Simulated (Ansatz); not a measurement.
## YbB2 (P6/mmm): from the cell to its phonons

Wanted: phonon frequencies of YbB2 (P6/mmm) and what follows from them.

Program: Ansatz 0.2.0. Level of theory: DFT PBEsol, scalar-relativistic, plane waves, PAW. Results are calculated unless marked as measured.

Report form: the programs' logs are mostly left out.

## 1. The structure

It takes space group P6/mmm (No. 191, hexagonal). Conventional cell: a = 3.250 Å, b = 3.250 Å, c = 3.732 Å, α = 90.00°, β = 90.00°, γ = 120.00°. Nearest to Yb lie 12 B at 2.65 Å. B has 3 B at 1.88 Å and 6 Yb at 2.65 Å nearest. Farther neighbours are not listed.

## 2. Relaxation

The cell and atoms are relaxed, since residual forces and stress would shift the frequencies.

Input file input.yaml:

```yaml
crystal:
  lattice:
    - [3.2503, 0.0, 0.0]
    - [-1.62515, 2.8148423699, 0.0]
    - [0.0, 0.0, 3.7315]
  atoms:
    - { symbol: Yb, position: [0.0, 0.0, 0.0] }
    - { symbol: B, position: [0.3333333333, 0.6666666667, 0.5] }
    - { symbol: B, position: [0.6666666667, 0.3333333333, 0.5] }
kpoints:
  mp_grid: { grid: [15, 15, 12] }
hamiltonian:
  xc: pbesol
scf:
  occupations: { method: gaussian, width: 0.1 }
output:
  forces: true
  stress: true
  eigenvalues: true
relax:
  adjacent_minimum: "off"
  f_tol: 0.005
  max_steps: 80
  cell: { stress_tol: 0.05 }
```

Started as:

```bash
$ ansatz run input.yaml --threads 8 --pin off --max-ram 14336MiB --backend cpu --events-out ev --progress --plain --runs-dir out
```

Run time: 4.7 s. Hardware: 8 threads of Intel Xeon Platinum 8488C (Sapphire Rapids), shared host; peak memory 0.55 GiB.

Relaxation path:

| step | energy less that of the first step (eV) | largest force component (eV/Å) | pressure (GPa) | volume (Å³) |
| --- | --- | --- | --- | --- |
| 1 | 0.0000 | 0.0000 | -2.64 | 34.14 |
| 2 | -0.0184 | 0.0000 | -1.36 | 33.93 |
| 3 | -0.0207 | 0.0000 | -0.16 | 33.65 |
| 4 | -0.0207 | 0.0000 | 0.00 | 33.61 |
| 5* | -0.0204 | 0.0000 | 0.00 | 33.61 |

Relaxation steps marked * repeat the geometry before them on a plane-wave basis chosen anew for their cell, so energy and pressure can jump there.

Forces are held to the 24 operations that the run works with; a distortion that breaks them can't arise in this run.

| conventional cell, symmetrised | before | after | change |
| --- | --- | --- | --- |
| a (Å) | 3.250 | 3.201 | -1.5 % |
| b (Å) | 3.250 | 3.201 | -1.5 % |
| c (Å) | 3.732 | 3.788 | +1.5 % |
| volume (Å³/atom) | 11.38 | 11.20 | -1.5 % |

The relaxed structure:

```xyz
3
Lattice="3.2011 0.0000 0.0000 -1.6006 2.7722 0.0000 0.0000 0.0000 3.7876" Properties=species:S:1:pos:R:3 pbc="T T T"
Yb    0.0000    0.0000    0.0000
B     0.0000    1.8482    1.8938
B     1.6006    0.9241    1.8938
```

Numbers from this step:

- pressure: -0.003334 GPa
- volume per atom: 11.20 Å³
- gap on the k-mesh: 0 eV

In this step the volume went from 11.38 to 11.20 Å³/atom.

## 3. Tight relaxation

Phonons need a cell at rest on their own settings, so the relaxation is repeated with tight tolerances on forces and stress on the k mesh and occupations of the first response run.

Input file input.yaml:

```yaml
crystal:
  lattice:
    - [3.2011096661, 0.0, 0.0]
    - [-1.600554833, 2.7722422911, 0.0]
    - [0.0, 0.0, 3.7876049265]
  atoms:
    - { symbol: Yb, position: [0.0, 0.0, 0.0] }
    - { symbol: B, position: [0.3333333333, 0.6666666667, 0.5] }
    - { symbol: B, position: [0.6666666667, 0.3333333333, 0.5] }
kpoints:
  mp_grid: { grid: [15, 15, 12] }
hamiltonian:
  xc: pbesol
scf:
  occupations: { method: methfessel_paxton, width: 0.2 }
output:
  forces: true
  stress: true
  eigenvalues: true
  write_density: true
  write_potential: true
  elf: true
  volumetric_format: npy
relax:
  adjacent_minimum: "off"
  f_tol: 0.001
  max_steps: 60
  cell: { stress_tol: 0.01 }
```

Elapsed: 4.6 s, on 8 threads; peak memory 0.53 GiB; 30 s of CPU time.

The steps of the relaxation:

| step | energy less that of the first step (eV) | largest force component (eV/Å) | pressure (GPa) | volume (Å³) |
| --- | --- | --- | --- | --- |
| 1 | 0.0000 | 0.0000 | -0.45 | 33.61 |
| 2 | -0.0002 | 0.0000 | 0.01 | 33.51 |
| 3 | -0.0003 | 0.0000 | -0.01 | 33.52 |
| 4 | -0.0003 | 0.0000 | 0.00 | 33.52 |
| 5* | -0.0002 | 0.0000 | 0.00 | 33.52 |

Relaxation steps marked * repeat the geometry before them on a plane-wave basis chosen anew for their cell, so energy and pressure can jump there.

Forces are held to the 24 operations that the run works with; a distortion that breaks them can't arise in this run.

| conventional cell, symmetrised | before | after | change |
| --- | --- | --- | --- |
| a (Å) | 3.201 | 3.197 | -0.1 % |
| b (Å) | 3.201 | 3.197 | -0.1 % |
| c (Å) | 3.788 | 3.788 | +0.0 % |
| volume (Å³/atom) | 11.20 | 11.17 | -0.3 % |

Final coordinates:

```
Yb B
1.0
     3.19655    0.00000    0.00000
    -1.59828    2.76830    0.00000
     0.00000    0.00000    3.78772
Yb B
1 2
Direct
  0.00000 0.00000 0.00000
  0.33333 0.66667 0.50000
  0.66667 0.33333 0.50000
```

This step gave:

| Property | Result |
| --- | --- |
| pressure | -0.001746 GPa |
| volume per atom | 11.17 Å³ |

ELF in the ab plane at fractional z = 0.500, with atoms of B within 0.2 Å of it. It is the smooth field of the valence electrons, not physical close to the nuclei.

Values, 16 rows by 16 columns:
```
0.10 0.15 0.25 0.42 0.59 0.73 0.82 0.86 0.86 0.82 0.73 0.59 0.42 0.25 0.15 0.10
0.17 0.25 0.39 0.52 0.62 0.69 0.72 0.73 0.71 0.68 0.63 0.52 0.39 0.25 0.17 0.15
0.31 0.42 0.52 0.57 0.53 0.43 0.35 0.35 0.44 0.53 0.57 0.52 0.42 0.31 0.25 0.25
0.51 0.59 0.62 0.53 0.30 0.09 0.03 0.08 0.29 0.54 0.62 0.59 0.51 0.42 0.39 0.42
0.69 0.73 0.69 0.43 0.09 0.00 0.01 0.09 0.43 0.69 0.73 0.69 0.59 0.52 0.52 0.59
0.81 0.82 0.72 0.35 0.03 0.01 0.03 0.35 0.71 0.82 0.81 0.73 0.62 0.57 0.63 0.73
0.87 0.86 0.73 0.35 0.08 0.09 0.35 0.73 0.86 0.87 0.82 0.69 0.54 0.53 0.68 0.82
0.89 0.86 0.71 0.44 0.29 0.43 0.71 0.86 0.89 0.86 0.71 0.43 0.29 0.44 0.71 0.86
0.87 0.82 0.68 0.53 0.54 0.69 0.82 0.87 0.86 0.73 0.35 0.09 0.08 0.35 0.73 0.86
0.81 0.73 0.63 0.57 0.62 0.73 0.81 0.82 0.71 0.35 0.03 0.01 0.03 0.35 0.72 0.82
0.69 0.59 0.52 0.52 0.59 0.69 0.73 0.69 0.43 0.09 0.01 0.00 0.09 0.43 0.69 0.73
0.51 0.42 0.39 0.42 0.51 0.59 0.62 0.54 0.29 0.08 0.03 0.09 0.30 0.53 0.62 0.59
0.31 0.25 0.25 0.31 0.42 0.52 0.57 0.53 0.44 0.35 0.35 0.43 0.53 0.57 0.52 0.42
0.17 0.15 0.17 0.25 0.39 0.52 0.63 0.68 0.71 0.73 0.72 0.69 0.62 0.52 0.39 0.25
0.10 0.10 0.15 0.25 0.42 0.59 0.73 0.82 0.86 0.86 0.82 0.73 0.59 0.42 0.25 0.15
0.08 0.10 0.17 0.31 0.51 0.69 0.81 0.87 0.89 0.87 0.81 0.69 0.51 0.31 0.17 0.10
```
Columns run along a (3.2 Å), rows up along b (3.2 Å). Atoms in or near the plane, at fractional coordinates: B at (0.33, 0.67), B at (0.67, 0.33).

Electrostatic potential energy in the ab plane at fractional z = 0.500, with atoms of B within 0.2 Å of it. With pseudopotentials it is smooth inside the atoms' cores, unlike the true potential.

Ten even steps from '_' (-45 eV) to '@' (18 eV):
```
@@@@@@@@@@@@%%%%%%%%@@@@@@@@@@@@
@@@@@@@@@@##**++**##@@@@@@@@@@@@
@@@@@@%%**==::::==**%%@@@@@@@@@@
@@@@@@**--______--**@@@@@@@@@@@@
@@@@##==________==##@@@@@@@@@@@@
@@%%**::______::**%%@@@@@@%%@@@@
%%%%++::____::++%%%%%%##****##%%
%%%%**==--==**%%%%%%**==--==**%%
%%%%##****##%%%%%%++::____::++%%
@@@@@@%%@@@@@@%%**::______::**%%
@@@@@@@@@@@@@@##==________==##@@
@@@@@@@@@@@@@@**--______--**@@@@
@@@@@@@@@@@@%%**==::::==**%%@@@@
@@@@@@@@@@@@@@##**++**##@@@@@@@@
@@@@@@@@@@@@@@%%%%%%%%@@@@@@@@@@
@@@@@@@@@@@@@@%%%%%%@@@@@@@@@@@@
```
Columns run along a (3.2 Å; values clipped at the 3rd and 97th percentile), rows up along b (3.2 Å). Atoms in or near the plane, at fractional coordinates: B at (0.33, 0.67), B at (0.67, 0.33).

Valence density in the ab plane at fractional z = 0.500, with atoms of B within 0.2 Å of it. It is the smooth field of the valence electrons, not physical close to the nuclei.

Ten even steps from '_' (0.11 e/Å³) to '@' (0.78 e/Å³):
```
____..::--++##@@@@##++--::..____
__....--++##@@@@@@##++--....____
..::--==##%%@@@@%%##==--::......
::--++##%%##++##%%##++--::::..::
==++##%%##----##%%##++==--------
**##@@@@++--++@@@@##**++++==++++
%%@@@@@@####@@@@@@%%############
%%@@@@%%%%%%@@@@%%@@@@%%%%%%@@@@
%%############%%@@@@@@####@@@@@@
**++++==++++**##@@@@++--++@@@@##
==--------==++##%%##----##%%##++
::::..::::--++##%%##++##%%##++--
........::--==##%%@@@@%%##==--::
______....--++##@@@@@@##++--....
______..::--++##@@@@##++--::..__
______..::==**%%%%%%**==::..____
```
Columns run along a (3.2 Å), rows up along b (3.2 Å). Atoms in or near the plane, at fractional coordinates: B at (0.33, 0.67), B at (0.67, 0.33).

The forces vanish by symmetry and the pressure is -0.002 GPa, within the tolerances set. The cell now holds 11.17 Å³/atom.

## 4. Modes at Γ

The zone centre comes first: it holds the modes that light can see, as far as symmetry allows. No field response is asked, since the mesh shows no gap.

input.yaml, the sections that differ from step 3:

```yaml
crystal:
  lattice:
    - [3.1965527473, 0.0, 0.0]
    - [-1.5982763736, 2.7682958837, 0.0]
    - [0.0, 0.0, 3.7877156602]
  atoms:
    - { symbol: Yb, position: [0.0, 0.0, 0.0] }
    - { symbol: B, position: [0.3333333333, 0.6666666667, 0.5] }
    - { symbol: B, position: [0.6666666667, 0.3333333333, 0.5] }
output:
  eigenvalues: true
phonons:
  method: dfpt
# kpoints, hamiltonian, scf: as in step 3
# relax: removed
```

The job ended after 15 s (8 threads; peak memory 1.3 GiB).

Numbers from this step:

```yaml
sum_rule_residual_before_enforcement: 9.68e-5 eV/Å²
point_group: 6/mmm
highest_optical_mode_at_the_zone_centre_no_lo_to_term: 584.9 cm⁻¹
lowest_optical_zone_centre_mode: 283.3 cm⁻¹
```

Patterns of degenerate modes are one choice out of their space. The modes at Γ (shares of kinetic energy by element, %):

| mode | frequency (cm⁻¹) | symmetry | Yb % | B % |
| --- | --- | --- | --- | --- |
| 1 | 0.0 | acoustic | 89 | 11 |
| 2 | 0.0 | acoustic | 89 | 11 |
| 3 | 0.0 | acoustic | 89 | 11 |
| 4 | 283.3 | E1u | 11 | 89 |
| 5 | 283.3 | E1u | 11 | 89 |
| 6 | 352.8 | A2u | 11 | 89 |
| 7 | 581.0 | B1g | 0 | 100 |
| 8 | 584.9 | E2g | 0 | 100 |
| 9 | 584.9 | E2g | 0 | 100 |

Displacements in mode 4 (283.3 cm⁻¹), the largest set to 1:
```
Yb1  0.00 -0.12  0.00
B2   0.00  1.00  0.00
B3   0.00  1.00  0.00
```

Displacements in mode 9 (584.9 cm⁻¹), the largest set to 1:
```
Yb1  0.00  0.00  0.00
B2   1.00 -0.02  0.00
B3  -1.00  0.02  0.00
```

Before it was imposed, the acoustic sum rule was missed by 9.7e-5 eV/Å². Small misses are needed for a sound result but don't prove that mesh and cutoff are converged. The lowest optical mode is real, 283 cm⁻¹.

## 5. Response at finite wavevector

Stability and thermal properties need the whole zone. Linear response on a 3×3×4 q mesh gives force constants as far as a supercell of that size would.

input.yaml: that of step 4 with these lines changed.

```diff
@@ -19 +19,9 @@
   method: dfpt
+  qmesh: [3, 3, 4]
+  temperatures: { t_max: 1000, t_step: 50 }
+  qpath:
+    path:
+      - [[0.0, 0.0, 0.0], [0.5, 0.0, 0.0], [0.33333333, 0.33333333, 0.0], [0.0, 0.0, 0.0], [0.0, 0.0, 0.5], [0.5, 0.0, 0.5], [0.33333333, 0.33333333, 0.5], [0.0, 0.0, 0.5]]
+      - [[0.5, 0.0, 0.5], [0.5, 0.0, 0.0]]
+      - [[0.33333333, 0.33333333, 0.5], [0.33333333, 0.33333333, 0.0]]
+    npoints: 10
```

It took 3.3 min on 8 threads; peak memory 2.8 GiB; 24 min of CPU time.

Numbers from this step:

* sum-rule residual before enforcement: 8.14e-5 eV/Å²
* lowest frequency on the path: 0 cm⁻¹
* highest frequency on the path or at a solved wavevector: 659.1 cm⁻¹
* mean frequency: 385.3 cm⁻¹
* Debye temperature (second moment): 809 K
* logarithmic mean frequency: 312.1 cm⁻¹
* lowest mode on the q mesh (acoustic modes at Γ apart): 78.46 cm⁻¹
* zero-point energy per atom: 71.65 meV
* heat capacity at 300 K: 18.27 J/(mol atoms K)
* vibrational entropy at 300 K: 18.77 J/(mol atoms K)
* edges of the widest gap between branches, on path and mesh: 162.7, 283.3 cm⁻¹

Frequencies (cm⁻¹) solved at each irreducible wavevector; negative means imaginary. Frequencies by wavevector, by row:

| q in reciprocal lattice units | star | mode 1 | mode 2 | mode 3 | mode 4 | mode 5 | mode 6 | mode 7 | mode 8 | mode 9 |
| --- | --- | --- | --- | --- | --- | --- | --- | --- | --- | --- |
| 0 0 0 | 1 | 0 | 0 | 0 | 283.3 | 283.3 | 352.8 | 581 | 584.9 | 584.9 |
| 0 0 0.25 | 2 | 78.5 | 78.5 | 107.4 | 285.7 | 285.7 | 377.7 | 558.4 | 565.6 | 565.6 |
| 0 0 -0.5 | 1 | 112.2 | 112.2 | 150.7 | 288 | 288 | 386.6 | 537.1 | 553.4 | 553.4 |
| 0 0.3333 0 | 6 | 95.2 | 114.3 | 146 | 406.4 | 410.2 | 517.2 | 546.6 | 601.2 | 637.2 |
| 0 0.3333 0.25 | 12 | 105 | 112.4 | 142.8 | 407 | 414.7 | 518.2 | 539.1 | 604.5 | 643.8 |
| 0 0.3333 -0.5 | 6 | 115 | 125.5 | 125.5 | 397.2 | 419.8 | 525.1 | 529 | 608.5 | 647.3 |
| 0.3333 0.3333 0 | 2 | 121 | 139.8 | 139.8 | 467.1 | 467.1 | 578.8 | 580.5 | 580.5 | 607.8 |
| 0.3333 0.3333 0.25 | 4 | 118.8 | 140.3 | 140.3 | 464.8 | 464.8 | 585.2 | 585.2 | 585.2 | 604.4 |
| 0.3333 0.3333 -0.5 | 2 | 115.2 | 139.6 | 139.6 | 463.9 | 463.9 | 590.5 | 590.5 | 593.3 | 600.8 |

Interpolated from a 3×3×4 q mesh. Phonon branches along the path, in cm⁻¹:

| point | branch 1 | branch 2 | branch 3 | branch 4 | branch 5 | branch 6 | branch 7 | branch 8 | branch 9 |
| --- | --- | --- | --- | --- | --- | --- | --- | --- | --- |
| Γ | 0 | 0 | 0 | 283 | 283 | 353 | 581 | 585 | 585 |
| halfway | 82 | 100 | 126 | 367 | 384 | 450 | 565 | 600 | 621 |
| M | 105 | 123 | 163 | 445 | 458 | 509 | 578 | 596 | 650 |
| halfway | 118 | 122 | 156 | 447 | 497 | 507 | 576 | 592 | 639 |
| K | 121 | 140 | 140 | 467 | 467 | 579 | 580 | 580 | 608 |
| halfway | 93 | 107 | 133 | 393 | 407 | 471 | 557 | 599 | 629 |
| Γ | 0 | 0 | 0 | 283 | 283 | 353 | 581 | 585 | 585 |
| halfway | 78 | 78 | 107 | 286 | 286 | 378 | 558 | 566 | 566 |
| A | 112 | 112 | 151 | 288 | 288 | 387 | 537 | 553 | 553 |
| halfway | 113 | 117 | 132 | 375 | 387 | 458 | 538 | 598 | 624 |
| L | 118 | 120 | 139 | 422 | 471 | 507 | 594 | 606 | 659 |
| halfway | 118 | 127 | 141 | 432 | 496 | 514 | 590 | 603 | 644 |
| H | 115 | 140 | 140 | 464 | 464 | 590 | 590 | 593 | 601 |
| halfway | 117 | 119 | 128 | 391 | 412 | 479 | 534 | 604 | 635 |
| A | 112 | 112 | 151 | 288 | 288 | 387 | 537 | 553 | 553 |
| jump to L | 118 | 120 | 139 | 422 | 471 | 507 | 594 | 606 | 659 |
| halfway | 111 | 122 | 152 | 437 | 464 | 504 | 588 | 601 | 657 |
| M | 105 | 123 | 163 | 445 | 458 | 509 | 578 | 596 | 650 |
| jump to H | 115 | 140 | 140 | 464 | 464 | 590 | 590 | 593 | 601 |
| halfway | 119 | 140 | 140 | 465 | 465 | 585 | 585 | 585 | 604 |
| K | 121 | 140 | 140 | 467 | 467 | 579 | 580 | 580 | 608 |

Tetrahedra on a 24×24×16 mesh, mean over bins of 10 cm-1. Interpolated from a 3×3×4 q mesh. Table of phonon density of states by wavenumber; read off at these points:

wavenumber (cm⁻¹), phonon density of states (1/cm⁻¹/cell) and a bar:
```
        5     0.0000 
       25     0.0003 
       55     0.0021 #
       75     0.0057 ##
       95     0.0172 ######
      115     0.0849 ##############################
      145     0.0372 #############
      165     0.0009 
      185     0.0000 
      205     0.0000 
      235     0.0000 
      255     0.0000 
      275     0.0000 
      305     0.0033 #
      325     0.0035 #
      345     0.0038 #
      365     0.0067 ##
      385     0.0209 #######
      395     0.0164 ######
      415     0.0176 ######
      435     0.0200 #######
      465     0.0106 ####
      485     0.0127 ####
      505     0.0194 #######
      525     0.0162 ######
      555     0.0179 ######
      575     0.0251 #########
      595     0.0444 ################
      605     0.0497 ##################
      615     0.0075 ###
      645     0.0324 ###########
      665     0.0000
```

The partial phonon density of states has structure finer than the step of the table below, so its rows give means over 25 cm⁻¹, whole bins alone (the curve runs from -10 to 689 cm⁻¹). Peaks (cm⁻¹: height): B 433.9: 0.0205, 600.9: 0.0524, 644.9: 0.0288; Yb 117.5: 0.0786.

Phonopy on the run's constants, 21x21x15 mesh, Gaussian sigma 5.0 cm-1. Interpolated from a 3×3×4 q mesh. Table of partial phonon density of states by wavenumber; means over each step; values in 1/cm⁻¹/cell:

| wavenumber (cm⁻¹) | B | Yb |
| --- | --- | --- |
| 25 | 3.8e-5 | 3.4e-4 |
| 50 | 1.4e-4 | 0.00166 |
| 75 | 3.3e-4 | 0.00605 |
| 100 | 6.6e-4 | 0.0305 |
| 125 | 6.1e-4 | 0.0546 |
| 150 | 2.8e-4 | 0.0240 |
| 175 | 3.5e-6 | 6.7e-4 |
| 200 | 0 | 0 |
| 225 | 0 | 0 |
| 250 | 0 | 0 |
| 275 | 3.8e-4 | 2.7e-5 |
| 300 | 0.00283 | 1.4e-4 |
| 325 | 0.00338 | 1.1e-4 |
| 350 | 0.00451 | 1.4e-4 |
| 375 | 0.0114 | 3.8e-4 |
| 400 | 0.0172 | 4.7e-4 |
| 425 | 0.0185 | 3.1e-4 |
| 450 | 0.0144 | 9.4e-5 |
| 475 | 0.0113 | 4.0e-5 |
| 500 | 0.0178 | 4.3e-5 |
| 525 | 0.0191 | 3.6e-5 |
| 550 | 0.0201 | 3.5e-5 |
| 575 | 0.0235 | 7.1e-5 |
| 600 | 0.0391 | 1.3e-4 |
| 625 | 0.0138 | 1.9e-5 |
| 650 | 0.0202 | 2.5e-5 |
| 675 | 4.9e-4 | 0 |

Harmonic thermodynamic functions per atom, from the density of states. Interpolated from a 3×3×4 q mesh. Thermodynamic functions, by row:

| T (K) | F_vib (meV/atom) | S (J/mol-atom/K) | C_V (J/mol-atom/K) |
| --- | --- | --- | --- |
| 0 | 71.65 | 0 | 0 |
| 50 | 71.47 | 1.399 | 3.458 |
| 100 | 69.78 | 5.11 | 7.336 |
| 200 | 60.77 | 12.23 | 13.84 |
| 300 | 44.63 | 18.77 | 18.27 |
| 400 | 22.19 | 24.39 | 20.69 |
| 500 | -5.63 | 29.16 | 22.05 |
| 600 | -38.03 | 33.26 | 22.86 |
| 700 | -74.39 | 36.83 | 23.38 |
| 800 | -114.2 | 39.97 | 23.73 |
| 900 | -157.1 | 42.78 | 23.97 |
| 1000 | -202.8 | 45.32 | 24.15 |

Harmonic mean-square displacement, third of the trace. Interpolated from a 3×3×4 q mesh. Mean square displacements, by row:

| T (K) | Yb1 U_eq (Å²) | B2 U_eq (Å²) | B3 U_eq (Å²) |
| --- | --- | --- | --- |
| 0 | 8.40e-4 | 0.00323 | 0.00323 |
| 100 | 0.00132 | 0.00338 | 0.00338 |
| 300 | 0.00336 | 0.00457 | 0.00457 |
| 600 | 0.0066 | 0.00747 | 0.00747 |

Symmetry leaves 9 wavevectors to solve. The lowest mode among them, the acoustic zeros apart, lies at q = (0, 0, 0.25) and is real, 78.5 cm⁻¹.

## 6. Summary of results

| Property | Result |
| --- | --- |
| space group after relaxation (within 0.01 Å) | P6/mmm |
| volume per atom | 11.2 Å³ |
| electronic character | no gap on this mesh |
| highest optical mode at the zone centre (no LO-TO term) | 585 cm⁻¹ |
| lowest optical zone-centre mode | 283 cm⁻¹ |
| lowest mode on the q mesh (acoustic modes at Γ apart) | 78.5 cm⁻¹ |
| highest frequency on the path or at a solved wavevector | 659 cm⁻¹ |
| zero-point energy per atom | 71.7 meV |
| heat capacity at 300 K | 18.3 J/(mol atoms K) |
| vibrational entropy at 300 K | 18.8 J/(mol atoms K) |
| Debye temperature (second moment) | 809 K |
| imaginary modes on the 3×3×4 q mesh | none |

The structure is a minimum as far as tested: no mode is imaginary at the 9 irreducible wavevectors of the 3×3×4 mesh, and the softest away from the acoustic zeros lies at 78 cm⁻¹. The optical modes at Γ span 283 to 585 cm⁻¹. The highest mode in this list at Γ, 584.9 cm⁻¹, is mostly motion of B (100 % of the kinetic energy). On the path and the mesh, the widest gap between branches runs from 163 to 283 cm⁻¹. With no gap, or one that is small against the smearing, the frequencies hang on the k mesh and the smearing, most of all near Kohn anomalies. The phonon runs are without spin polarisation, although Yb often carries a moment. The 4f shell is treated without a U, so valence and screening may be off. Spin-orbit coupling is left out, which can matter for the heavy elements here. These are harmonic frequencies at zero temperature: anharmonic shifts, linewidths and thermal expansion are left out.

[Logs are printed without paths, hosts, clocks, repeated set-up lines and the standing remarks that a program may print on its own settings, such as how far it seeks lower states.]

[Hosts, paths, dates, database ids (printed as entryN), source tags and the programs' standing remarks are cut or masked in the printed files.]
